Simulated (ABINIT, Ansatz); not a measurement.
# Quasiparticle gap of BiOBr (P4/nmm) in ABINIT

Aim: the G0W0 gap of BiOBr (P4/nmm) on PBEsol, step by step.

Program: ABINIT 10.8.3. Level of theory: PBEsol and many-body steps on it, plane waves. Results are calculated unless marked as measured.

The database entry behind the starting cell differs from later determinations by our own check (0.1 to 0.3 % short, probably kX units), so it need not match the best structure at ambient conditions.

## Step 1: Starting point

The structure is tetragonal, space group P4/nmm (No. 129). The conventional cell has a = 3.916 Å, b = 3.916 Å, c = 8.077 Å, α = 90.00°, β = 90.00°, γ = 90.00°. Bi has 4 O at 2.32 Å and 4 Br at 3.18 Å nearest. Br has 4 Bi at 3.18 Å nearest. Nearest to O lie 4 Bi at 2.32 Å. Farther neighbours and most contacts between anions are not listed.

The cell and positions come from the Crystallography Open Database and are kept as given unless a step says otherwise. Spin-orbit coupling is left out unless a step names it.

## Step 2: Ground state

This step: ABINIT 10.8.3; DFT, PBEsol, plane waves, norm-conserving pseudopotentials.

The ground-state density comes first.

Contents of run.abi:

```
acell 3*1.0 Angstrom
rprim 
  3.916000000000 0.000000000000 0.000000000000
  0.000000000000 3.916000000000 0.000000000000
  0.000000000000 0.000000000000 8.077000000000
ntypat 3
znucl 83 35 8
natom 6
typat 1 1 2 2 3 3
xred 
  0.000000000000 0.500000000000 0.154000000000
  0.500000000000 0.000000000000 0.846000000000
  0.000000000000 0.500000000000 0.653000000000
  0.500000000000 0.000000000000 0.347000000000
  0.000000000000 0.000000000000 0.000000000000
  0.500000000000 0.500000000000 0.000000000000
pp_dirpath "pseudos"
pseudos "Bi.upf, Br.upf, O.upf"
ecut 42
ngkpt 6 6 4
nshiftk 1
shiftk 0 0 0
kptopt 1
chksymbreak 0
nband 53
occopt 1
tolvrs 1e-10
nstep 60
prtwf 0
optforces 0
optstress 0
indata_prefix "in"
outdata_prefix "out"
tmpdata_prefix "tmp"
```

Launch:

```console
OMP_NUM_THREADS=1 mpirun -n 4 abinit run.abi > log
```

Numbers of over 12 decimals in the logs are rounded to 6 here.

The log of the run:

```text
.Version 10.8.3 of ABINIT. v10.8.2 released Aug 2026.

 Symmetries : space group P4/n m m (#129); Bravais tP (primitive tetrag.)
================================================================================
 Values of the parameters that define the memory need of the present run
     intxc =       0    ionmov =       0      iscf =       7    lmnmax =       6
     lnmax =       6     mgfft =      90  mpssoang =       3    mqgrid =    4453
     natom =       6  nloc_mem =       1    nspden =       1   nspinor =       1
    nsppol =       1      nsym =      16    n1xccc =    2501    ntypat =       3
    occopt =       1   xclevel =       2
-    mband =          53        mffmem =           1         mkmem =           8
       mpw =       10900          nfft =      182250          nkpt =          30
================================================================================
  Rough estimation (10% accuracy) of disk space for files :
================================================================================

--------------------------------------------------------------------------------
------------- Echo of variables that govern the present computation ------------
--------------------------------------------------------------------------------
 -outvars: echo values of preprocessed input variables --------
            acell      1.8897261259E+00  1.8897261259E+00  1.8897261259E+00 Bohr

      chksymbreak           0
             ecut      4.20000000E+01 Hartree
-          fftalg         312

              ixc     -116133
              kpt      0.00000000E+00  0.00000000E+00  0.00000000E+00
                       1.66666667E-01  0.00000000E+00  0.00000000E+00
                       3.33333333E-01  0.00000000E+00  0.00000000E+00
                       5.00000000E-01  0.00000000E+00  0.00000000E+00
                       1.66666667E-01  1.66666667E-01  0.00000000E+00
                       3.33333333E-01  1.66666667E-01  0.00000000E+00
                       5.00000000E-01  1.66666667E-01  0.00000000E+00
                       3.33333333E-01  3.33333333E-01  0.00000000E+00
                       5.00000000E-01  3.33333333E-01  0.00000000E+00
   [... 19 further rows ...]
                       5.00000000E-01  3.33333333E-01  5.00000000E-01
                       5.00000000E-01  5.00000000E-01  5.00000000E-01
         kptrlatt        6    0    0      0    6    0      0    0    4
          kptrlen      4.44010051E+01
P           mkmem           8
            natom           6
            nband          53
            ngfft          45      45      90
             nkpt          30
            nstep          60
             nsym          16
           ntypat           3
              occ      2.000000  2.000000  2.000000  2.000000  2.000000  2.000000
                       2.000000  2.000000  2.000000  2.000000  2.000000  2.000000
                       2.000000  2.000000  2.000000  2.000000  2.000000  2.000000
                       2.000000  2.000000  2.000000  2.000000  2.000000  2.000000
                       2.000000  2.000000  2.000000  2.000000  2.000000  2.000000
                       2.000000  2.000000  2.000000  2.000000  2.000000  2.000000
                       2.000000  2.000000  2.000000  2.000000  2.000000  2.000000
                       2.000000  2.000000  2.000000  2.000000  0.000000  0.000000
                       0.000000  0.000000  0.000000  0.000000  0.000000
        optforces           0
        optstress           0
            prtwf           0
            rprim      3.9160000000E+00  0.0000000000E+00  0.0000000000E+00
[...]
spgroup         129

           tolvrs      1.00000000E-10

             xred      0.0000000000E+00  5.0000000000E-01  1.5400000000E-01
[...]
znucl       83.00000   35.00000    8.00000

================================================================================

 chkinp: Checking input parameters for consistency.

================================================================================
== DATASET  1 ==================================================================
-   mpi_nproc: 4, omp_nthreads: 1 (-1 if OMP is not activated)

--- !DatasetInfo
iteration_state: {dtset: 1, }
dimensions: {natom: 6, nkpt: 30, mband: 53, nsppol: 1, nspinor: 1, nspden: 1, mpw: 10900, }
cutoff_energies: {ecut:  42.0, pawecutdg:  -1.0, }
electrons: {nelect:   9.20000000E+01, charge:   0.00000000E+00, occopt:   1.00000000E+00, tsmear:   1.00000000E-02, }

 Real(R)+Recip(G) space primitive vectors, cartesian coordinates (Bohr,Bohr^-1):
 R(1)=  7.4001675  0.0000000  0.0000000  G(1)=  0.1351321  0.0000000  0.0000000
 R(2)=  0.0000000  7.4001675  0.0000000  G(2)=  0.0000000  0.1351321  0.0000000
 R(3)=  0.0000000  0.0000000 15.2633179  G(3)=  0.0000000  0.0000000  0.0655166
 Unit cell volume ucvol=  8.3585713E+02 bohr^3
 Angles (23,13,12)=  9.00000000E+01  9.00000000E+01  9.00000000E+01 degrees

 getcut: wavevector=  0.0000  0.0000  0.0000  ngfft=  45  45  90
         ecut(hartree)=     42.000   => boxcut(ratio)=   2.02117

--- Pseudopotential description ------------------------------------------------
- Bi Generated using ONCVPSP code by D. R. Hamann
- 83.00000  23.00000  180301                  znucl, zion, pspdat
12 -116133 2 -1 1472                          pspcod,pspxc,lmax,lloc,mmax
[...]
nproj     2     2     2
  pspatm : epsatm=   31.49815384
         --- l  ekb(1:nproj) -->
[...]
pspatm: atomic psp has been read  and splines computed

- O Generated using ONCVPSP code by D. R. Hamann
-  8.00000   6.00000  180301                  znucl, zion, pspdat
12 -116133 2 -1 936                           pspcod,pspxc,lmax,lloc,mmax
     nproj     2     2     1
  pspatm : epsatm=    6.20179097
         --- l  ekb(1:nproj) -->
[...]
2   -1.335834
 pspatm: atomic psp has been read  and splines computed

   1.21668038E+04                                ecore*ucvol(ha*bohr**3)
--------------------------------------------------------------------------------

_setup2: Arith. and geom. avg. npw (full set) are   10865.771   10865.762

================================================================================

--- !BeginCycle
iteration_state: {dtset: 1, }
solver: {iscf: 7, nstep: 60, nline: 4, wfoptalg: 0, }
tolerances: {tolvrs: 1.00E-10, }

     iter   Etot(hartree)      deltaE(h)  residm     vres2
 ETOT  1  -766.77679058044    -7.668E+02 4.830E-01 1.009E+03
 ETOT  2  -767.39563432972    -6.188E-01 1.195E-02 2.782E+03
 ETOT  3  -767.70901194810    -3.134E-01 4.821E-03 6.763E+02
 ETOT  4  -767.75706873447    -4.806E-02 4.582E-03 8.205E+01
 ETOT  5  -767.76205351962    -4.985E-03 1.489E-03 6.787E+00
 ETOT  6  -767.76249169718    -4.382E-04 3.260E-04 1.001E-01
 ETOT  7  -767.76249318039    -1.483E-06 1.784E-03 4.396E-02
 ETOT  8  -767.76249528946    -2.109E-06 7.374E-04 3.078E-04
 ETOT  9  -767.76249529006    -5.995E-10 1.725E-03 1.483E-04
 ETOT 10  -767.76249529739    -7.321E-09 4.943E-04 1.119E-06
 ETOT 11  -767.76249529748    -9.345E-11 6.634E-04 7.029E-08
 ETOT 12  -767.76249529747     1.296E-11 1.580E-04 2.295E-09
 ETOT 13  -767.76249529745     1.080E-11 1.790E-04 2.067E-11

 At SCF step   13       vres2   =  2.07E-11 < tolvrs=  1.00E-10 =>converged.

--- !ResultsGS
iteration_state: {dtset: 1, }
comment   : Summary of ground state results
lattice_vectors:
- [  7.4001675,   0.0000000,   0.0000000, ]
- [  0.0000000,   7.4001675,   0.0000000, ]
- [  0.0000000,   0.0000000,  15.2633179, ]
lattice_lengths: [   7.40017,    7.40017,   15.26332, ]
lattice_angles: [ 90.000,  90.000,  90.000, ] # degrees, (23, 13, 12)
lattice_volume:   8.3585713E+02
convergence: {deltae:  1.080E-11, res2:  2.067E-11, residm:  1.790E-04, diffor:  0.000E+00, }
etotal    :  -7.67762495E+02
entropy   :   0.00000000E+00
fermie    :   1.94946013E-01
cartesian_stress_tensor: null
pressure_GPa: null
xred      :
- [  0.0000E+00,   5.0000E-01,   1.5400E-01, Bi]
- [  5.0000E-01,   0.0000E+00,   8.4600E-01, Bi]
- [  0.0000E+00,   5.0000E-01,   6.5300E-01, Br]
- [  5.0000E-01,   0.0000E+00,   3.4700E-01, Br]
- [  0.0000E+00,   0.0000E+00,   0.0000E+00,  O]
- [  5.0000E-01,   5.0000E-01,   0.0000E+00,  O]
cartesian_forces: null
force_length_stats: {min: null, max: null, mean: null, }

 Integrated electronic density in atomic spheres:
 ------------------------------------------------
 Atom  Sphere_radius  Integrated_density
[...]
================================================================================

 ----iterations are completed or convergence reached----

 Mean square residual over all n,k,spin=   22.575E-08; max=  17.901E-05
 reduced coordinates (array xred) for    6 atoms
[...]
0.500000000000      0.000000000000      0.846000000000
       0.000000000000      0.500000000000      0.653000000000
       0.500000000000      0.000000000000      0.347000000000
       0.000000000000      0.000000000000      0.000000000000
       0.500000000000      0.500000000000      0.000000000000
 rms dE/dt=  0.0000E+00; max dE/dt=  0.0000E+00; dE/dt below (all hartree)
    1       0.000000000000      0.000000000000      0.000000000000
    2       0.000000000000      0.000000000000      0.000000000000
    3       0.000000000000      0.000000000000      0.000000000000
    4       0.000000000000      0.000000000000      0.000000000000
    5       0.000000000000      0.000000000000      0.000000000000
    6       0.000000000000      0.000000000000      0.000000000000

 cartesian coordinates (angstrom) at end:
    1      0.000000     1.958000     1.243858
    2      1.958000     0.000000     6.833142
    3      0.000000     1.958000     5.274281
    4      1.958000     0.000000     2.802719
    5      0.000000     0.000000     0.000000
    6      1.958000     1.958000     0.000000
 length scales=  1.889726125908  1.889726125908  1.889726125908 bohr
              =  1.000000000000  1.000000000000  1.000000000000 angstroms
 prteigrs : about to open file out_EIG
 Fermi (or HOMO) energy (hartree) =   0.19495   Average Vxc (hartree)=  -0.39698
 Eigenvalues (hartree) for nkpt=  30  k points:
 kpt#   1, nband= 53, wtk=  0.00694, kpt=  0.0000  0.0000  0.0000 (reduced coord)
  -5.41129   -5.41129   -3.13422   -3.13422   -3.13378   -3.13378   -3.13377   -3.13377
  -1.98011   -1.98011   -1.98008   -1.98008   -1.97916   -1.97916   -1.97916   -1.97916
  -1.97885   -1.97884   -0.61786   -0.61054   -0.61054   -0.61012   -0.61006   -0.60882
  -0.60818   -0.60787   -0.60787   -0.60710   -0.48743   -0.39312   -0.30636   -0.29844
  -0.15654   -0.07128    0.02012    0.02012    0.12378    0.12932    0.12932    0.13249
   0.15444    0.15748    0.15748    0.16737    0.16737    0.17051    0.28122    0.31534
   0.37685    0.37685    0.43862    0.43862    0.44487
 prteigrs : prtvol=0 or 1, do not print more k-points.

--- !EnergyTerms
iteration_state     : {dtset: 1, }
comment             : Components of total free energy in Hartree
kinetic             :  3.10671243487714E+02
hartree             :  2.29463596785390E+02
xc                  : -1.23235139567489E+02
Ewald energy        : -4.12808723090641E+02
psp_core            :  1.45560806489083E+01
local_psp           : -6.97244751252654E+02
non_local_psp       : -8.91648023086832E+01
total_energy        : -7.67762495297455E+02
total_energy_eV     : -2.08918818047172E+04
band_energy         : -1.11655302910228E+02

== END DATASET(S) ==============================================================
================================================================================

 -outvars: echo values of variables after computation  --------
           etotal     -7.6776249530E+02
            nband          53
             nkpt          30
          spgroup         129
 [... the other variables as echoed above ...]

 Calculation completed.
```

Run time: 6.6 min. Hardware: 4 MPI ranks of Intel Xeon Platinum 8259CL at 2.50GHz (Skylake/Cascade Lake), shared host; peak memory 0.74 GiB; 26 min of CPU time.

This step gave:

- total energy: -20891.8818 eV
- gap: 2.150 eV
- k of the valence top: 0.3333, 0, 0.5
- k of the conduction bottom: 0, 0, 0.5
- least direct gap: 2.277 eV

The gap is indirect, with the least direct gap 0.13 eV higher.

[end of part 1 of 3]

[Paths, hosts, dates, memory and timing lines, banners, echoed tables and standing remarks are left out of the program output.]

[Logs are printed without paths, hosts, clocks, repeated set-up lines and the standing remarks that a program may print on its own settings, such as how far it seeks lower states.]

[Runs of the session that timed out or met a known fault of the program may be left out.]

[Hosts, paths, dates, database ids (printed as entryN), source tags and the programs' standing remarks are cut or masked in the printed files.]

[G0W0 gaps are taken among the corrected bands and points alone; a level outside them can change the order at an edge.]

[Where Ansatz stands beside ABINIT at settings called matched, ABINIT's density can come from a denser mesh and the files from another edition; pairs whose starting gaps differed by over 0.03 eV were left out, so agreement reads better than it is.]
